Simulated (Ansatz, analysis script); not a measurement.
# Energy of spin spirals in a linear Re chain, spacing 2.823 Å

Wanted: E(q) and the moments of a linear Re chain, spacing 2.823 Å along a path through the zone.

Method: LDA, PAW set soft_1 (files made for PBE), in Ansatz 0.2.0.

**1. The starting structure**

The cell holds 1 atom: 1 Re. Cell: a = 12.000 Å, b = 12.000 Å, c = 2.823 Å, α = 90.0°, β = 90.0°, γ = 90.0°. An idealised lattice of chosen spacing, in vacuum. Vacuum lies along a and b. The structure's axis is c.

**2. Starting state**

A collinear run comes first: it shows whether moments survive, and how large they are.

Contents of input.yaml:

```yaml
crystal:
  lattice:
    - [12.0, 0.0, 0.0]
    - [0.0, 12.0, 0.0]
    - [0.0, 0.0, 2.823]
  atoms:
    - { symbol: Re, position: [0.5, 0.5, 0.0], spin: 1.0 }
magnetization:
  spin_polarized: true
kpoints:
  mp_grid: { grid: [1, 1, 7] }
hamiltonian:
  xc: lda
  pseudopotentials: { kind: paw, azcp: { folder: soft_1 }, xc_functional: pbe }
scf:
  occupations: { method: fermi_dirac, width: 0.1 }
  max_iter: 120
  convergence: { dr2_threshold: 1.0e-08 }
  lower_state_search: "off"
output:
  write_density: true
  write_potential: true
  elf: true
  volumetric_format: npy
```

Started as:

```sh
ansatz run input.yaml --threads 4 --pin off --max-ram 8192MiB --backend cpu --events-out ev --progress --plain --runs-dir out
```

Numbers of over 12 decimals in the logs are rounded to 6 here.

What it wrote:

```text
Engine: ansatz 0.2.0, aarch64-unknown-linux-gnu
Pseudopotentials: kind: paw
Pseudopotential: Re, paw, valence charge 15, recommended cutoff 420 eV (normal), soft_1/Re.paw.azcp
Functional definition: SPW92
  exchange = slater_x
  correlation = pw_c
Crystal: 1 atoms, lattice volume = 406.512 Å³
Basis set: ecut = 420 eV, 7945 PW (Γ)
Bands: 12, of which v1, the nominal top of the filled ones, is band 8 counted from 1 (7 counted from 0)
Symmetry: 16 space group operations
Space group: P4/mmm (ITA 123), of the structure as read, at distance tolerance 7.4e-5 Å
Magnetic group: BNS 123.339 (UNI 999), of the structure as read, at distance tolerance 7.4e-5 Å
k-points: 4 of 7
Non-local potential: Re, projectors of the file, l = 0: 3, l = 1: 2, l = 2: 2, l = 3: 1
PAW form: soft (Blöchl's): semilocal exchange-correlation on the pseudo side does not see the compensation charge
PAW frozen core: Re, regenerated for the run's functional, and the local potential with it (the file was generated under x = pbe(κ = 0.804, μ = 0.219515), c = pbe(β = 0.066725))
PAW one-centre angular grid: Re, 590 points (default); XC on 64 Gauss nodes
Initial density: superposition of atomic densities (neutral atoms: chi_scale 0, normalization atom)
Starting moments: Σ|m| = 1 μB on 1 of 1 site
Initial wavefunctions: pseudopotential atomic-orbital guess
Functional: x = slater, c = lda
SCF iter   1: F=—  HF=-10600.592826 eV  |F-HF|=—  |Δ(HF+E_count)|=         —  Δρ=8.81e-3 (↑6.57e-3 ↓8.81e-3)  dr2=4.99e-1  dr2_m=1.56e-1  M=1.192 μB ∫|m|=1.192 μB  β_m=1.00  ethr=3.10e-3  ⟨swp⟩=5.8  Hψ=600  notcnv=0
preconditioner: auto → LDOS  [metal: Δε(μ)=0.126 eV  Ē_g=3.701 eV  σ=0.100 eV  W_gap=0.29  n_scr=28 (ndim 8)  ℏωp=4.9 eV  f_vac=0.814  D(μ)=5.94/eV (n_scr^D=28)]
spin=Collinear: LDOS preconditioning applied to the charge; magnetization (m = ρ↑ − ρ↓) channel mixes plain (no charge-response kernel on spin).
SCF iter   2: F=—  HF=-10600.634545 eV  |F-HF|=—  |Δ(HF+E_count)|=   4.17e-2  Δρ=7.14e-3 (↑7.12e-3 ↓7.14e-3)  dr2=2.05e-1  dr2_m=1.64e-1  M=1.955 μB ∫|m|=1.956 μB  β_m=1.00  ethr=3.10e-3  ⟨swp⟩=1.2  Hψ=165  notcnv=0
SCF iter   3: F=—  HF=-10600.765326 eV  |F-HF|=—  |Δ(HF+E_count)|=   1.31e-1  Δρ=5.35e-3 (↑5.35e-3 ↓4.66e-3)  dr2=1.71e-2  dr2_m=8.80e-2  M=2.570 μB ∫|m|=2.571 μB  β_m=1.00  ethr=1.36e-3  ⟨swp⟩=2.1  Hψ=158  notcnv=0
SCF iter   4: F=—  HF=-10600.852910 eV  |F-HF|=—  |Δ(HF+E_count)|=   8.76e-2  Δρ=2.26e-3 (↑2.26e-3 ↓1.75e-3)  dr2=1.28e-2  dr2_m=1.36e-2  M=2.830 μB ∫|m|=2.832 μB  β_m=1.00  ethr=1.14e-4  ⟨swp⟩=2.4  Hψ=189  notcnv=0
SCF iter   5: F=—  HF=-10600.877379 eV  |F-HF|=—  |Δ(HF+E_count)|=   2.45e-2  Δρ=1.43e-3 (↑1.43e-3 ↓8.40e-4)  dr2=1.14e-2  dr2_m=3.48e-3  M=2.962 μB ∫|m|=2.963 μB  β_m=0.30  ethr=8.56e-5  ⟨swp⟩=1.4  Hψ=99  notcnv=0
Mixer restart at iter 5: flushing history
spin-set hold released at iteration 5 (site moments contracting): the magnetisation degrees of freedom join the quasi-Newton model from the next iteration; the mixer history was flushed
SCF iter   6: F=—  HF=-10600.886284 eV  |F-HF|=—  |Δ(HF+E_count)|=   8.91e-3  Δρ=1.25e-3 (↑1.25e-3 ↓6.96e-4)  dr2=8.00e-3  dr2_m=2.74e-3  M=2.988 μB ∫|m|=2.989 μB  β_m=0.65  ethr=7.62e-5  ⟨swp⟩=1.0  Hψ=96  notcnv=0
SCF iter   7: F=—  HF=-10600.896707 eV  |F-HF|=—  |Δ(HF+E_count)|=   1.04e-2  Δρ=6.28e-4 (↑6.28e-4 ↓3.87e-4)  dr2=7.36e-4  dr2_m=9.33e-4  M=3.107 μB ∫|m|=3.109 μB  β_m=0.82  ethr=5.33e-5  ⟨swp⟩=2.4  Hψ=138  notcnv=0
SCF iter   8: F=—  HF=-10600.898525 eV  |F-HF|=—  |Δ(HF+E_count)|=   1.82e-3  Δρ=2.74e-4 (↑2.60e-4 ↓2.74e-4)  dr2=5.62e-5  dr2_m=2.56e-4  M=3.216 μB ∫|m|=3.218 μB  β_m=0.91  ethr=4.91e-6  ⟨swp⟩=2.8  Hψ=162  notcnv=0
SCF iter   9: F=—  HF=-10600.898946 eV  |F-HF|=—  |Δ(HF+E_count)|=   4.21e-4  Δρ=2.38e-4 (↑2.38e-4 ↓2.23e-4)  dr2=2.16e-5  dr2_m=1.94e-4  M=3.255 μB ∫|m|=3.256 μB  β_m=0.39  ethr=3.75e-7  ⟨swp⟩=2.1  Hψ=153  notcnv=0
SCF iter  10: F=—  HF=-10600.899517 eV  |F-HF|=—  |Δ(HF+E_count)|=   5.71e-4  Δρ=1.86e-4 (↑1.71e-4 ↓1.86e-4)  dr2=2.16e-5  dr2_m=1.17e-4  M=3.322 μB ∫|m|=3.323 μB  β_m=0.26  ethr=1.44e-7  ⟨swp⟩=2.4  Hψ=167  notcnv=0
SCF iter  11: F=—  HF=-10600.900030 eV  |F-HF|=—  |Δ(HF+E_count)|=   5.12e-4  Δρ=1.39e-4 (↑1.37e-4 ↓1.39e-4)  dr2=9.09e-6  dr2_m=6.95e-5  M=3.403 μB ∫|m|=3.404 μB  β_m=0.67  ethr=1.44e-7  ⟨swp⟩=2.8  Hψ=180  notcnv=0
SCF iter  12: F=—  HF=-10600.900533 eV  |F-HF|=—  |Δ(HF+E_count)|=   5.04e-4  Δρ=8.48e-5 (↑8.48e-5 ↓6.53e-5)  dr2=9.50e-6  dr2_m=1.51e-5  M=3.578 μB ∫|m|=3.580 μB  β_m=0.68  ethr=6.06e-8  ⟨swp⟩=3.1  Hψ=223  notcnv=0
SCF iter  13: F=—  HF=-10600.900577 eV  |F-HF|=—  |Δ(HF+E_count)|=   4.37e-5  Δρ=1.47e-5 (↑9.76e-6 ↓1.47e-5)  dr2=7.73e-7  dr2_m=2.57e-7  M=3.541 μB ∫|m|=3.542 μB  β_m=0.84  ethr=6.06e-8  ⟨swp⟩=2.1  Hψ=166  notcnv=0
SCF iter  14: F=—  HF=-10600.900579 eV  |F-HF|=—  |Δ(HF+E_count)|=   1.58e-6  Δρ=9.78e-6 (↑9.78e-6 ↓7.41e-6)  dr2=1.80e-7  dr2_m=1.76e-7  M=3.551 μB ∫|m|=3.552 μB  β_m=0.88  ethr=5.15e-9  ⟨swp⟩=2.1  Hψ=164  notcnv=0
SCF iter  15: F=—  HF=-10600.900579 eV  |F-HF|=—  |Δ(HF+E_count)|=   7.97e-7  Δρ=1.84e-6 (↑1.84e-6 ↓1.12e-6)  dr2=1.30e-8  dr2_m=3.48e-9  M=3.547 μB ∫|m|=3.548 μB  β_m=0.89  ethr=1.20e-9  ⟨swp⟩=2.0  Hψ=162  notcnv=0
iter 16 did not close the SCF: its close was put off for the exchange–correlation potential of the local minority spin (scf_convergence_deferred on its scf_iter line)
SCF iter  16: F=-10600.900579 eV  HF=-10600.900579 eV  |F-HF|=3.44e-9  |Δ(HF+E_count)|=   3.56e-8  Δρ=3.03e-7 (↑1.78e-7 ↓3.03e-7)  dr2=4.66e-10  dr2_m=1.11e-10  M=3.547 μB ∫|m|=3.548 μB  β_m=0.94  ethr=6.67e-11  ⟨swp⟩=3.5  Hψ=259  notcnv=0
SCF iter  17: F=-10600.900579 eV  HF=-10600.900579 eV  |F-HF|=6.37e-11  |Δ(HF+E_count)|=   3.43e-9  Δρ=4.07e-8 (↑4.07e-8 ↓2.97e-8)  dr2=3.69e-12  dr2_m=2.87e-12  M=3.547 μB ∫|m|=3.548 μB  ethr=3.11e-12  ⟨swp⟩=1.0  Hψ=287  notcnv=0
SCF 1 converged in 17 iterations: F = -10600.900579 eV  dr2 = 3.69e-12
  greatest PAW one-centre occupation: 0.999 electrons in one spin orbital (limit 2), on the Re atom at site 0 (counted from 0), in its partial waves of l = 0
WARN: The output density's exchange-correlation potential varies sharply where the density is thin. Do not read a vacuum level from v_tot or v_xc, or from such a field of the output density. On a cell that repeats whose density bears no net charge and no dipole along the vacuum's axis use v_es (v_loc + v_h of the components); under efield.dipole_correction with no amplitude use v_es + v_field, which holds any externa [...]
SCF converged after 17 iterations
Magnetization: 3.5468 μB (9.2734 up, 5.7266 down)
Absolute magnetization: 3.5480 μB (∫|ρ↑−ρ↓|, with the PAW one-centre terms)
Spin contamination: 0.0032 ħ² per cell (⟨S²⟩ above its minimum at these occupations)
Per-site moments (μB) at R_I (Å): [(2.604271, 1.1644875)]
Free energy (F): -10600.900579 eV
Harris-Foulkes:  -10600.900579 eV  (|F-HF|=6.37e-11)
Internal energy: -10600.802500 eV  (E = F + TS)
E sigma→0 (E₀):  -10600.851540 eV
Entropy (-TS):   -0.098079 eV (-98.079 meV/atom)
Fermi energy:    -3.908761 eV
--- Per-component energies (eV) ---
  E_band       = -475.830904
  E_kinetic    = 512.972637
  E_local      = -4230.179306  (includes V_loc(G=0)·N_el)
  E_nonlocal   = 92.173106
  E_hartree    = 1793.563039
  E_xc         = -345.531189
  E_vxc        = -279.701471  (∫ρ·V_xc dr)
  E_paw        = -8447.810635  (= ΣΔE_a)
  E_vpaw       = -158.222036  (= ΣTr[D̂ρ^β])
  E_aug_tail   = 0.000055  (compensation charges beyond the density's cutoff)
  E_ewald      = 23.690621
  E_core_change = 0.319170  (= ΣΔE_core)
  E_smearing   = -0.098079  (= −TS)
  E_closure    = -0.000000  (closes the sum)
  Σ components = -10600.900579   (vs F -10600.900579, Δ=0.00e0)
--- Band table (eV; the first three rows and the last of 8) ---
  k-point 0 ↑: bands = [... 4 lower, -8.2681, -5.8236, -5.3672, -5.3671, -2.9487, -2.9487, -1.9151, -1.9151]
  k-point 1 ↑: bands = [... 4 lower, -7.4457, -5.5732, -5.2513, -5.2513, -4.0080, -4.0080, -0.9555, -0.9555]
  k-point 2 ↑: bands = [... 4 lower, -5.4384, -5.2760, -5.2760, -4.9773, -4.9773, -4.6688, 0.4746, 0.4746]
  k-point 3 ↓: bands = [... 4 lower, -4.6507, -4.6507, -2.5825, -2.4628, -2.4627, -1.0428, 3.0490, 3.0490]
```

It took 2 s on 4 threads of Arm Neoverse V2, shared host; peak memory 0.47 GiB; 6.7 s of CPU time.

Spin moment in the atom's sphere by atom:

| atom | spin moment in the atom's sphere (μB) |
| --- | --- |
| Re1 | 2.60 |

The run ends ferromagnetic, with a net moment of 3.55 μB a cell. With one Re atom carrying the moment, parallel order of its images is forced by the cell, not found.

Spin density in the ca plane at fractional y = 0.500, with atoms of Re within 0.2 Å of it.

Values in e/Å³, 24 rows by 15 columns, each cell a mean:
```
0.00 0.00 0.00 0.00 0.00 0.00 0.00 0.00 0.00 0.00 0.00 0.00 0.00 0.00 0.00
0.00 0.00 0.00 0.00 0.00 0.00 0.00 0.00 0.00 0.00 0.00 0.00 0.00 0.00 0.00
0.00 0.00 0.00 0.00 0.00 0.00 0.00 0.00 0.00 0.00 0.00 0.00 0.00 0.00 0.00
0.00 0.00 0.00 0.00 0.00 0.00 0.00 0.00 0.00 0.00 0.00 0.00 0.00 0.00 0.00
0.00 0.00 0.00 0.00 0.00 0.00 0.00 0.00 0.00 0.00 0.00 0.00 0.00 0.00 0.00
0.00 0.00 0.00 0.00 0.00 0.00 0.00 0.00 0.00 0.00 0.00 0.00 0.00 0.00 0.00
0.00 0.00 0.00 0.00 0.00 0.00 0.00 0.00 0.00 0.00 0.00 0.00 0.00 0.00 0.00
0.01 0.01 0.01 0.01 0.01 0.00 0.00 0.00 0.00 0.00 0.00 0.01 0.01 0.01 0.01
0.05 0.05 0.04 0.03 0.02 0.01 0.01 0.01 0.01 0.01 0.01 0.02 0.03 0.04 0.05
0.26 0.24 0.18 0.11 0.07 0.04 0.02 0.02 0.02 0.02 0.04 0.07 0.11 0.18 0.24
0.72 0.64 0.46 0.29 0.16 0.08 0.04 0.03 0.03 0.04 0.08 0.16 0.29 0.46 0.64
0.50 0.49 0.49 0.47 0.33 0.16 0.07 0.04 0.04 0.07 0.16 0.33 0.47 0.49 0.49
0.58 0.55 0.48 0.39 0.25 0.12 0.06 0.04 0.04 0.06 0.12 0.25 0.39 0.48 0.55
0.60 0.52 0.37 0.22 0.12 0.06 0.03 0.02 0.02 0.03 0.06 0.12 0.22 0.37 0.52
0.14 0.13 0.10 0.07 0.04 0.03 0.02 0.01 0.01 0.02 0.03 0.04 0.07 0.10 0.13
0.03 0.03 0.02 0.02 0.01 0.01 0.01 0.01 0.01 0.01 0.01 0.01 0.02 0.02 0.03
0.00 0.00 0.00 0.00 0.00 0.00 0.00 0.00 0.00 0.00 0.00 0.00 0.00 0.00 0.00
0.00 0.00 0.00 0.00 0.00 0.00 0.00 0.00 0.00 0.00 0.00 0.00 0.00 0.00 0.00
0.00 0.00 0.00 0.00 0.00 0.00 0.00 0.00 0.00 0.00 0.00 0.00 0.00 0.00 0.00
0.00 0.00 0.00 0.00 0.00 0.00 0.00 0.00 0.00 0.00 0.00 0.00 0.00 0.00 0.00
0.00 0.00 0.00 0.00 0.00 0.00 0.00 0.00 0.00 0.00 0.00 0.00 0.00 0.00 0.00
0.00 0.00 0.00 0.00 0.00 0.00 0.00 0.00 0.00 0.00 0.00 0.00 0.00 0.00 0.00
0.00 0.00 0.00 0.00 0.00 0.00 0.00 0.00 0.00 0.00 0.00 0.00 0.00 0.00 0.00
0.00 0.00 0.00 0.00 0.00 0.00 0.00 0.00 0.00 0.00 0.00 0.00 0.00 0.00 0.00
```
Columns run along c (2.8 Å), rows up along a (12.0 Å). Atoms in or near the plane, at fractional coordinates: Re at (0.00, 0.50).

Valence density in the ca plane at fractional y = 0.500, with atoms of Re within 0.2 Å of it. It is the smooth field of the valence electrons, not physical close to the nuclei.

Ten steps, logarithmic in the rise over the least value, from '0' (0.0 e/Å³) to '9' (6.9 e/Å³), each cell a mean:
```
000000000000000
000000000000000
000000000000000
000000000000000
000000000000000
000000000000000
000000000000000
000000000000000
111111100111111
443322222222334
887654333345678
999875444457899
999865433456899
766543322334566
222221111112222
100000000000000
000000000000000
000000000000000
000000000000000
000000000000000
000000000000000
000000000000000
000000000000000
000000000000000
```
Columns run along c (2.8 Å), rows up along a (12.0 Å). Atoms in or near the plane, at fractional coordinates: Re at (0.00, 0.50).

ELF in the ca plane at fractional y = 0.500, with atoms of Re within 0.2 Å of it. It is the smooth field of the valence electrons, not physical close to the nuclei.

Ten even steps from '0' (0.00) to '9' (0.70), each cell a mean:
```
000000000000000
000000000000000
000000000000000
000000000000000
000000000000000
000000000000000
111100000000111
332222211222223
554444444444445
555445566554455
998654566545689
789974455447998
899964455446999
876544566544567
555445555554455
444433333333444
222111111111122
000000000000000
000000000000000
000000000000000
000000000000000
000000000000000
000000000000000
000000000000000
```
Columns run along c (2.8 Å), rows up along a (12.0 Å). Atoms in or near the plane, at fractional coordinates: Re at (0.00, 0.50).

**3. Denser mesh**

Levels at the Fermi energy are partly filled, so moments and energy differences can hang on the k-mesh, and the state is solved again on a denser one.

input.yaml, the sections that differ from step 2:

```yaml
crystal:
  lattice:
    - [12.0, 0.0, 0.0]
    - [0.0, 12.0, 0.0]
    - [0.0, 0.0, 2.823]
  atoms:
    - { symbol: Re, position: [0.5, 0.5, 0.0], spin: 2.6 }
kpoints:
  mp_grid: { grid: [1, 1, 38] }
basis:
  ecutwfc: 420.0
checkpoint:
  read: start
  write: ck
  compress: false
  write_wavefunctions: false
  write_every: 100000
# magnetization, hamiltonian, scf: as in step 2
# output: removed
```

What it wrote:

```text
[...]
Magnetization: 3.3008 μB (9.1504 up, 5.8496 down)
Absolute magnetization: 3.3021 μB (∫|ρ↑−ρ↓|, with the PAW one-centre terms)
[...]
Per-site moments (μB) at R_I (Å): [(2.405168, 1.1644875)]
Free energy (F): -10600.936442 eV
[...]
Internal energy: -10600.878575 eV  (E = F + TS)
E sigma→0 (E₀):  -10600.907509 eV
Entropy (-TS):   -0.057867 eV (-57.867 meV/atom)
Fermi energy:    -3.858434 eV
[...]
[key lines of the parts left out:]
SCF converged after 7 iterations
```

Elapsed: 3.4 s, on 4 threads; peak memory 0.62 GiB.

Spin moment in the atom's sphere by atom:

| atom | spin moment in the atom's sphere (μB) |
| --- | --- |
| Re1 | 2.41 |

The run ends ferromagnetic, with a net moment of 3.30 μB a cell, against 3.55 μB on the first mesh.

Each spiral starts from these moments, tilted 90° from the rotation axis z (a flat spiral); sizes are free, while the program holds flat spirals in their plane. Spin–orbit coupling is switched off, so the energy does not depend on how the axis lies in the crystal. The folder named start holds the saved collinear state, from which each run begins.

The runs on spinors take the mesh 1×1×40.

**4. q = (0, 0, 0)**

The reference is the same input at q = 0, so that basis and exchange-correlation form match those at other q. Every q is chosen so that q/2 is a mesh vector: every spiral then samples the k-points of q = 0, and much mesh noise cancels.

input.yaml, the sections that differ from step 3:

```yaml
crystal:
  lattice:
    - [12.0, 0.0, 0.0]
    - [0.0, 12.0, 0.0]
    - [0.0, 0.0, 2.823]
  atoms:
    - { symbol: Re, position: [0.5, 0.5, 0.0], spin: 2.41, spin_axis: [1.0, 0.0, 0.0] }
kpoints:
  mp_grid: { grid: [1, 1, 40] }
magnetization:
  noncollinear: true
  spin_spiral: { q: [0.0, 0.0, 0.0] }
checkpoint:
  read: start
# hamiltonian, scf, basis: as in step 3
```

Started as:

```sh
ansatz run input.yaml --threads 2 --pin off --max-ram 4096MiB --backend cpu --events-out ev --progress --plain --runs-dir out
```

What it wrote:

```text
Warning: checkpoint.read: spin treatment differs: saved collinear, current noncollinear; the saved charge density seeds this run and the saved magnetisation is carried along the axis that this deck's starting moments share; the saved density holds an absolute magnetisation of 3.3e0 μB; saved orbitals and DFT+U occupations are not carried; the saved PAW projector densities are carried along that axis
Warning: checkpoint.read: magnetization.spin_spiral differs: saved none, current q = [0, 0, 0]; the saved state is no spin spiral's: the SCF starts from none of its orbitals and from its density, each atom's moment turned about z as a whole to its place on this deck's spiral. A spiral's own state at q: [0, 0, 0] serves better
[...]
Crystal: 1 atoms, lattice volume = 406.512 Å³
Basis set: ecut = 420 eV, 7945 PW (Γ)
Bands: 24, of which v1, the nominal top of the filled ones, is band 15 counted from 1 (14 counted from 0)
Symmetry: 16 space group operations
k-points: 21 of 40
Spin spiral: q = (0, 0, 0) of the reciprocal vectors; moments are told in the frame that turns with it, a site's in that at the site
[...]
SCF iter   6: F=-10600.936804 eV  HF=-10600.936804 eV  |F-HF|=7.64e-11  |Δ(HF+E_count)|=   2.88e-9  Δρ=3.88e-7  dr2=2.38e-11  dr2_m=1.41e-10  ethr=2.87e-11  |M|=3.31e0 ∫|m|=3.31e0 μB  |m|>n=0.0e0 m-floor=0.0e0 τ_xc=8.2e-24  ⟨swp⟩=1.0  Hψ=1414  notcnv=0
SCF 1 converged in 6 iterations: F = -10600.936804 eV  dr2 = 2.38e-11
[...]
SCF converged after 6 iterations
Magnetization: |M| = 3.3092 μB,  M = (+3.3092, +0.0000, +0.0000) μB
Absolute magnetization: 3.3105 μB (∫|m|, with the PAW one-centre terms)
  site 0: m = (+2.4099, +0.0000, +0.0000) μB, |m| = 2.4099 μB  (R = 1.16 Å)
Free energy (F): -10600.936804 eV
[...]
Internal energy: -10600.879969 eV  (E = F + TS)
E sigma→0 (E₀):  -10600.908387 eV
Entropy (-TS):   -0.056835 eV (-56.835 meV/atom)
Fermi energy:    -3.854799 eV
[...]
```

The job ended after 20 s (2 threads; peak memory 1 GiB; 40 s of CPU time).

The largest moment is 2.41 μB, against 2.41 μB in the collinear run.

**5. q = (0, 0, 0.05)**

Only q changes. The cell stays that of the crystal, since the generalised Bloch theorem carries the rotation from cell to cell.

input.yaml: that of step 4 with these lines changed.

```diff
@@ -21,3 +21,3 @@
   noncollinear: true
-  spin_spiral: { q: [0.0, 0.0, 0.0] }
+  spin_spiral: { q: [0.0, 0.0, 0.05] }
 checkpoint:
```

What it wrote:

```text
[...]
Crystal: 1 atoms, lattice volume = 406.512 Å³
Basis set: ecut = 420 eV, 7945 PW (Γ)
Bands: 24, of which v1, the nominal top of the filled ones, is band 15 counted from 1 (14 counted from 0)
Symmetry: 8 space group operations
k-points: 21 of 40
[...]
SCF iter   6: F=-10600.940012 eV  HF=-10600.940012 eV  |F-HF|=4.29e-10  |Δ(HF+E_count)|=   1.90e-8  Δρ=4.19e-7  dr2=9.85e-11  dr2_m=2.94e-10  ethr=5.61e-11  |M|=3.30e0 ∫|m|=3.31e0 μB  |m|>n=0.0e0 m-floor=0.0e0 τ_xc=6.4e-18  ⟨swp⟩=2.7  Hψ=946  notcnv=0
SCF 1 converged in 6 iterations: F = -10600.940012 eV  dr2 = 9.85e-11
[...]
SCF converged after 6 iterations
Magnetization: |M| = 3.3038 μB,  M = (+3.3038, +0.0000, +0.0000) μB
Absolute magnetization: 3.3097 μB (∫|m|, with the PAW one-centre terms)
  site 0: m = (+2.4123, +0.0000, +0.0000) μB, |m| = 2.4123 μB  (R = 1.16 Å)
Free energy (F): -10600.940012 eV
[...]
Internal energy: -10600.881582 eV  (E = F + TS)
E sigma→0 (E₀):  -10600.910797 eV
Entropy (-TS):   -0.058430 eV (-58.430 meV/atom)
Fermi energy:    -3.852641 eV
[...]
```

Elapsed: 20 s, on 2 threads; peak memory 1 GiB; 39 s of CPU time.

The energy of the cell lies 3.21 meV below that at q = 0, and the largest moment is 2.41 μB against 2.41 μB.

(Continued in part 2 of 2.)

[Logs and program files are shortened in this print: banners, set-up blocks, solver, clock and traceback lines can be left out without a mark of their own.]

[Logs are printed without paths, hosts, clocks, repeated set-up lines and the standing remarks that a program may print on its own settings, such as how far it seeks lower states.]

[Hosts, paths, dates, database ids (printed as entryN), source tags and the programs' standing remarks are cut or masked in the printed files.]
